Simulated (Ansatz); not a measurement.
# Changed inputs in constrained RPA: KCrF3 (cubic perovskite) (Pm-3m), part 2 of 2

Wanted: the sensitivity and cost of U and J for KCrF3 (cubic perovskite) (Pm-3m).

Ansatz 0.2.0; constrained RPA on LDA, plane waves, PAW.

So far. Step 5 (Changed: accuracy low): On the Cr d shell, screening brings the on-site interaction from 19.2 eV down to U = 6.89 eV. Step 6 (Changed: smooth pair densities): On the Cr d shell, screening brings the on-site interaction from 19.2 eV down to U = 6.98 eV.

The structure was built from a prototype and need not be the compound's stable phase.

## 8. Changed: volume +3 %

The cell differs from the one that the last finished run ended in (a 3.901 → 3.940 Å, b 3.901 → 3.940 Å, c 3.901 → 3.940 Å).

input.yaml

```yaml
crystal:
  lattice:
    - [0.0, -3.9395111153, 0.0]
    - [0.0, 0.0, 3.9395111153]
    - [-3.9395111153, 0.0, 0.0]
  atoms:
    - { symbol: K, position: [0.0, 0.0, 0.0] }
    - { symbol: Cr, position: [0.5, 0.5, 0.5] }
    - { symbol: F, position: [0.5, 0.5, 0.0] }
    - { symbol: F, position: [0.5, 0.0, 0.5] }
    - { symbol: F, position: [0.0, 0.5, 0.5] }
kpoints:
  mp_grid: { grid: [6, 6, 6] }
hamiltonian:
  xc: lda
scf:
  occupations: { method: gaussian, width: 0.08 }
  n_extra_bands: 19
  max_iter: 150
  lower_state_search: "off"
output:
  crpa:
    kmesh: [4, 4, 4]
    target_bands: [v2, c3]
    projections: [{ species: Cr, l: d, shell: 3 }]
  local_orbitals:
    kmesh: [8, 8, 8]
    orbitals: [{ species: Cr, l: d, shell: 3 }]
    window: { bands: [v2, c3] }
    seedname: lo
```

Command:

```sh
ansatz run input.yaml --threads 4 --pin off --max-ram 9216MiB --backend cpu --events-out ev --progress --plain --runs-dir out
```

Numbers of over 12 decimals in the logs are rounded to 6 here.

Log:

```text
[...]
Crystal: 5 atoms, lattice volume = 61.140 Å³
Basis set: ecut = 420 eV, 1213 PW (Γ)
Bands: 41, of which v1, the nominal top of the filled ones, is band 22 counted from 1 (21 counted from 0)
Symmetry: 48 space group operations
[...]
k-points: 20 of 216
[...]
χ-basis size per q: N_G = 208..251
[...]
screened: U = 6.9551 eV, U' = 5.9003 eV, J = 0.5303 eV
      screened d-shell averages: U_bar = F0 = 6.1112 eV, J_bar = 0.7413 eV
      screened, to within: U = 1.3e-2 eV, U' = 1.2e-2 eV, J = 7.6e-4 eV
      screened d-shell averages, to within: U_bar = 1.1e-2 eV, J_bar = 1.1e-3 eV
      bare: V = 19.2328 eV, V' = 17.8960 eV, J = 0.6502 eV
      bare d-shell averages: V_bar = F0 = 18.1634 eV, J_bar = 0.9176 eV
[...]
[key lines of the parts left out:]
SCF converged after 8 iterations
Free energy (F): -7202.954459 eV
Fermi energy:    10.347509 eV
```

Wall time 24 s (4 threads of Intel Xeon 6975P-C (Granite Rapids), shared host); peak memory 0.64 GiB; 89 s of CPU time.

Numbers from this step:

```yaml
u: 6.955 eV
u_prime_inter_orbital: 5.900 eV
j: 0.5303 eV
bare_v: 19.23 eV
bare_j: 0.6502 eV
stated_bound_on_u: 0.01200 eV
u_over_bare_v: 0.3616
electrons_in_the_window: 4.000
head_of_the_constrained_inverse_dielectric_matrix: 0.3938
least_eigenvalue_of_the_projection_s_overlap: 0.7637
target_functions: 5
bands_in_the_sums: 50
r_m_s_miss_of_the_model_bands: 1.02e-4 eV
width_of_the_target_bands: 3.578 eV
weight_of_the_projected_orbitals_in_the_window: 0.8762
```

On the Cr d shell, screening brings the on-site interaction from 19.2 eV down to U = 6.96 eV.

## 9. Changed: volume -3 %

The cell differs from the one that the last finished run ended in (a 3.940 → 3.861 Å, b 3.940 → 3.861 Å, c 3.940 → 3.861 Å).

input.yaml, as its differences from that of step 8:

```diff
@@ -2,5 +2,5 @@
   lattice:
-    - [0.0, -3.9395111153, 0.0]
-    - [0.0, 0.0, 3.9395111153]
-    - [-3.9395111153, 0.0, 0.0]
+    - [0.0, -3.8614803873, 0.0]
+    - [0.0, 0.0, 3.8614803873]
+    - [-3.8614803873, 0.0, 0.0]
   atoms:
```

Log:

```text
[...]
Crystal: 5 atoms, lattice volume = 57.579 Å³
Basis set: ecut = 420 eV, 1141 PW (Γ)
Bands: 41, of which v1, the nominal top of the filled ones, is band 22 counted from 1 (21 counted from 0)
Symmetry: 48 space group operations
[...]
k-points: 20 of 216
[...]
χ-basis size per q: N_G = 196..216
[...]
screened: U = 6.9103 eV, U' = 5.8583 eV, J = 0.5280 eV
      screened d-shell averages: U_bar = F0 = 6.0687 eV, J_bar = 0.7384 eV
      screened, to within: U = 1.2e-2 eV, U' = 1.2e-2 eV, J = 7.8e-4 eV
      screened d-shell averages, to within: U_bar = 1.1e-2 eV, J_bar = 1.1e-3 eV
      bare: V = 19.2044 eV, V' = 17.8675 eV, J = 0.6477 eV
      bare d-shell averages: V_bar = F0 = 18.1349 eV, J_bar = 0.9151 eV
[...]
[key lines of the parts left out:]
SCF converged after 8 iterations
Free energy (F): -7202.952380 eV
Fermi energy:    11.343709 eV
```

Elapsed: 24 s, on 4 threads; peak memory 0.62 GiB; 90 s of CPU time.

Numbers from this step:

```
U                                                 : 6.910 eV
U prime (inter-orbital)                           : 5.858 eV
J                                                 : 0.5280 eV
bare V                                            : 19.20 eV
bare J                                            : 0.6477 eV
stated bound on U                                 : 0.01138 eV
U over bare V                                     : 0.3598
electrons in the window                           : 4.000
head of the constrained inverse dielectric matrix : 0.3859
least eigenvalue of the projection's overlap      : 0.7577
target functions                                  : 5
bands in the sums                                 : 50
r.m.s. miss of the model bands                    : 1.11e-4 eV
width of the target bands                         : 3.989 eV
weight of the projected orbitals in the window    : 0.8699
```

On the Cr d shell, screening brings the on-site interaction from 19.2 eV down to U = 6.91 eV.

## 10. Side by side

Times are wall times on 4 threads of Intel Xeon 6975P-C (Granite Rapids), shared host, good to a factor of about two.

| run | bare V (eV) | U (eV) | J (eV) | bound on U (eV) | width (eV) | time |
| --- | --- | --- | --- | --- | --- | --- |
| target window | 19.22 | 6.934 | 0.529 | 0.0117 | 3.78 | 24 s |
| 6×6×6 mesh | 19.20 | 6.934 | 0.529 | 0.0121 | 3.78 | 2.5 min |
| 2×2×2 mesh | 19.48 | 7.199 | 0.536 | 0.0109 | 3.78 | 3.9 s |
| accuracy low | 19.22 | 6.886 | 0.528 | 0.1507 | 3.78 | 11 s |
| smooth pair densities | 19.22 | 6.977 | 0.555 | 0.0074 | 3.78 | 29 s |
| volume +3 % | 19.23 | 6.955 | 0.530 | 0.0120 | 3.58 | 24 s |
| volume -3 % | 19.20 | 6.910 | 0.528 | 0.0114 | 3.99 | 24 s |

## 11. What came out

| Quantity | Value |
| --- | --- |
| target window | U 6.93 eV, J 0.53 eV |
| 6×6×6 mesh | U 6.93 eV, J 0.53 eV |
| 2×2×2 mesh | U 7.20 eV, J 0.54 eV |
| accuracy low | U 6.89 eV, J 0.53 eV |
| smooth pair densities | U 6.98 eV, J 0.55 eV |
| volume +3 % | U 6.96 eV, J 0.53 eV |
| volume -3 % | U 6.91 eV, J 0.53 eV |

6×6×6 mesh moves U by −0.0003 eV (within the solver's bounds, for the mean over orbitals) at 6.3 times the time. 2×2×2 mesh moves U by +0.26 eV at 0.16 times the time. Accuracy low moves U by −0.05 eV (within the solver's bounds, for the mean over orbitals) at 0.47 times the time. Smooth pair densities moves U by +0.04 eV. Volume +3 % moves U by +0.02 eV (within the solver's bounds, for the mean over orbitals). Volume -3 % moves U by −0.02 eV. The printed bound covers the solver alone, not the mesh. The parent state is non-magnetic and the interaction static (zero frequency); U depends on the window and the orbitals, so it belongs to this model alone.

[Paths, hosts, dates, memory and timing lines, banners, echoed tables and standing remarks are left out of the program output.]

[Logs are printed without paths, hosts, clocks, repeated set-up lines and the standing remarks that a program may print on its own settings, such as how far it seeks lower states.]

[Runs of the session that timed out or met a known fault of the program may be left out.]

[Hosts, paths, dates, database ids (printed as entryN), source tags and the programs' standing remarks are cut or masked in the printed files.]
